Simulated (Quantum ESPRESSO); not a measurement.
# Rh (Fm-3m): coupling and resistivity with EPW, part 2 of 2

Aim: the electron–phonon coupling and the phonon-limited resistivity of Rh (Fm-3m), by Wannier interpolation to fine meshes.

Quantum ESPRESSO 7.5; DFT PBEsol, scalar-relativistic, plane waves, PseudoDojo 0.4.1 norm-conserving pseudopotentials.

So far, coupling constant λ: step 8 (coupling and Tc: fine k 20×20×20, q 10×10×10, width 0.15 …) 0.396. Also resistivity at 300 K (μΩ cm): step 9 (resistivity: fine k 24×24×24, q 12×12×12, adaptive width …) 5.48.

## (10) Coupling and Tc, input with a fault, fine q mesh 10×10×10, fine mesh 10×10×10

Another input is tried.

File bad.in:

```
--
&inputepw
   prefix = 'x'
   outdir = './tmp'
   dvscf_dir = './save'
   elph = .true.
   etf_mem = 1
   nbndsub = 9
   bands_skipped = 'exclude_bands = 1-4'
   use_ws = .true.
   vme = 'wannier'
   asr_typ = 'crystal'
   nk1 = 8
   nk2 = 8
   nk3 = 8
   nq1 = 4
   nq2 = 4
   nq3 = 4
   amass(1) = 102.9055
   epwwrite = .false.
   epwread = .true.
   wannierize = .false.
   nkf1 = 10
   nkf2 = 10
   nkf3 = 10
   nqf1 = 10
   nqf2 = 10
   nqf3 = 10
   mp_mesh_k = .true.
   ephwrite = .true.
   eliashberg = .true.
   liso = .true.
   limag = .true.
   tc_linear = .true.
   tc_linear_solver = 'lapack'
   fsthick = 0.4
   degaussw = 0.01
   degaussq = 0.5
   nqstep = 500
   muc = 0.13
   wscut = 0.3
   nsiter = 500
   nstemp = 7
   temps = 0.5 1.0 2.0 4.0 8.0 16.0 32.0
/
```

Started as:

```
OMP_NUM_THREADS=1 mpirun -n 8 epw.x -nk 8 -in bad.in > bad.out
```

It took 96 s on 8 MPI ranks of Arm Neoverse V2, shared host.

This step gave:

* coupling constant λ: 0.6184
* log mean phonon energy ħω_log: 23.97 meV
* density of states at the Fermi level: 2.563 states/eV a spin and cell
* Fermi level on the fine mesh: 23.06 eV

This input has a delta width far below the mesh spacing, and its λ = 0.618 is no result.

## (11) Resistivity: fine k 32×32×32, q 16×16×16, adaptive width, window 0.32 eV

At these temperatures only states within a few k_B T of the Fermi level carry current, so the mesh must be dense; it is refined.

File bte-2.in:

```
--
&inputepw
   prefix = 'x'
   outdir = './tmp'
   dvscf_dir = './save'
   elph = .true.
   etf_mem = 1
   nbndsub = 9
   bands_skipped = 'exclude_bands = 1-4'
   use_ws = .true.
   vme = 'wannier'
   asr_typ = 'crystal'
   nk1 = 8
   nk2 = 8
   nk3 = 8
   nq1 = 4
   nq2 = 4
   nq3 = 4
   amass(1) = 102.9055
   epwwrite = .false.
   epwread = .true.
   wannierize = .false.
   nkf1 = 32
   nkf2 = 32
   nkf3 = 32
   nqf1 = 16
   nqf2 = 16
   nqf3 = 16
   mp_mesh_k = .true.
   scattering = .true.
   iterative_bte = .true.
   epmatkqread = .false.
   assume_metal = .true.
   int_mob = .false.
   carrier = .false.
   ngaussw = -99
   mob_maxiter = 200
   broyden_beta = 0.7
   fsthick = 0.32
   degaussw = 0.0
   nstemp = 6
   temps = 150 200 273 300 400 500
   restart = .false.
   selecqread = .false.
/
```

Started as:

```
OMP_NUM_THREADS=1 mpirun -n 8 epw.x -nk 8 -in bte-2.in > bte-2.out
```

The job ended after 8.3 min (8 MPI ranks).

Numbers from this step:

```yaml
iterations: 23
resistivity_at_300_k: 3.891 μΩ cm
```

Resistivity, by row:

| T (K) | rho_xx (μΩ cm) | rho_yy | rho_zz | relaxation-time approximation, mean of the axes (μΩ cm) |
| --- | --- | --- | --- | --- |
| 150 | 2.033 | 2.033 | 2.033 | 1.951 |
| 200 | 2.586 | 2.586 | 2.586 | 2.487 |
| 273 | 3.521 | 3.521 | 3.521 | 3.391 |
| 300 | 3.891 | 3.891 | 3.891 | 3.749 |
| 400 | 5.324 | 5.324 | 5.324 | 5.141 |
| 500 | 6.812 | 6.812 | 6.812 | 6.592 |

ρ(300 K) = 3.89 μΩ cm, against 5.48 before (-29 %); the relaxation-time start gave 3.75. The largest adaptive width printed is 0.54 eV, against a window of 0.32 eV outside which no state is counted.

## (12) Resistivity: fine k 40×40×40, q 20×20×20, adaptive width, window 0.32 eV

bte-3.in, as its differences from bte-2.in of step 11:

```diff
@@ -22,8 +22,8 @@
    wannierize = .false.
-   nkf1 = 32
-   nkf2 = 32
-   nkf3 = 32
-   nqf1 = 16
-   nqf2 = 16
-   nqf3 = 16
+   nkf1 = 40
+   nkf2 = 40
+   nkf3 = 40
+   nqf1 = 20
+   nqf2 = 20
+   nqf3 = 20
    mp_mesh_k = .true.
```

Started as:

```
OMP_NUM_THREADS=1 mpirun -n 8 epw.x -nk 8 -in bte-3.in > bte-3.out
```

Elapsed: 21 min, on 8 MPI ranks; 2.3 h of CPU time.

This step gave:

```yaml
resistivity_at_300_k: 4.375 μΩ cm
```

Resistivity, by row:

| T (K) | rho_xx (μΩ cm) | rho_yy | rho_zz | relaxation-time approximation, mean of the axes (μΩ cm) |
| --- | --- | --- | --- | --- |
| 150 | 2.115 | 2.115 | 2.115 | 2.103 |
| 200 | 2.83 | 2.83 | 2.83 | 2.805 |
| 273 | 3.95 | 3.95 | 3.95 | 3.901 |
| 300 | 4.375 | 4.375 | 4.375 | 4.316 |
| 400 | 5.957 | 5.957 | 5.957 | 5.858 |
| 500 | 7.519 | 7.519 | 7.519 | 7.378 |

ρ(300 K) = 4.38 μΩ cm, against 3.89 before (+12 %); the relaxation-time start gave 4.32. The largest adaptive width printed is 0.43 eV, against a window of 0.32 eV outside which no state is counted.

## (13) Results

```
Wannier functions, band error                                                   : 9 functions; 6 meV r.m.s.
coupling constant λ, fine k 20×20×20, q 10×10×10, width 0.15 eV, window 0.61 eV : 0.396
ħω_log                                                                          : 22.4 meV
Tc at μ* = 0.13, Allen–Dynes                                                    : 0.45 K
resistivity at 300 K, 24×24×24                                                  : 5.48 μΩ cm
resistivity at 300 K, 32×32×32                                                  : 3.89 μΩ cm
resistivity at 300 K, 40×40×40                                                  : 4.38 μΩ cm
```

In words: Step 7: No branch goes imaginary on this path. Step 8: Twice the integral of α²F/ω over this curve gives λ = 0.40, half of it from below 23.2 meV. Step 8: Distinct peaks of the a2F stand at 19.3, 24.3 and 28.7 meV; the one at 28.7 meV is strongest. On the finest meshes run, Rh (Fm-3m) has λ = 0.40 and a phonon-limited resistivity of 4.38 μΩ cm at 300 K. The last refinement of the mesh moved the resistivity by 12 %, so it is not converged, and no rank of the meshes against a measured value means much. On the finest mesh the adaptive width still reaches 0.43 eV against a window of 0.32 eV; the window, which cuts off final states, was not widened. The Eliashberg Tc is interpolated in log T between temperatures a factor of two apart, and its μ* acts up to a cut-off of 0.3 eV, so it weighs less than the same number in Allen and Dynes's formula. λ rests on one fine mesh and one width. Between 150 and 500 K the resistivity rises by a factor of 3.56, against 3.33 for a straight line through the origin. The rows at 273, 300, 400 and 500 K moved by more than 10 % in the last refinement. The Sommerfeld coefficient follows from γ = (π²/3) k_B² N(E_F)(1 + λ), with twice the density of states a spin that EPW reads on the fine mesh at this width. Measured: transition temperature: 0.000325 K (bulk, normal pressure; compiled value; quoted in “List of superconductors”, 2026, Wikipedia's table of superconducting elements, as read in December); Allen and Dynes's formula gives 0.45 K at μ* = 0.13, a miss by a large factor whose cause these runs do not show; μ* is typed and spin fluctuations are left out. The q mesh of ph.x (4×4×4), the k mesh and smearing of the ground state (12×12×12) and EPW's coarse k mesh (8×8×8) were not varied. Only scattering by harmonic phonons counts; impurities, grain boundaries and thermal expansion are left out, and μ* is typed.

Comparison with the measured values:

```
                                                  quantity  measured        24×24×24        32×32×32       40×40×40  k 20×20×20, 0.15 eV
resistivity at 273 K (computed: phonon part alone) (μΩ cm)       4.3  5.08 (+18.2 %)  3.52 (-18.1 %)  3.95 (-8.1 %)                    -
   Sommerfeld coefficient γ (per mole of Rh) (mJ/(mol K²))       4.9               -               -              -       3.58 (-26.8 %)
```

Measured values from CRC Press, section 12, read from Wikipedia's data page (2003) and NBS Monograph 21, table 3 (1960).

Verdict: For the resistivity at 273 K, of the levels listed nearest comes 40×40×40 (-8.1 %, fair agreement) and farthest 24×24×24 (+18.2 %, fair agreement). The Sommerfeld coefficient γ is off by -26.8 %: a clear miss. Limits of convergence are named above.

[The logs of pw.x and epw.x are selected lines.]

[Logs are printed without paths, hosts, clocks, repeated set-up lines and the standing remarks that a program may print on its own settings, such as how far it seeks lower states.]

[Hosts, paths, dates, database ids (printed as entryN), source tags and the programs' standing remarks are cut or masked in the printed files.]
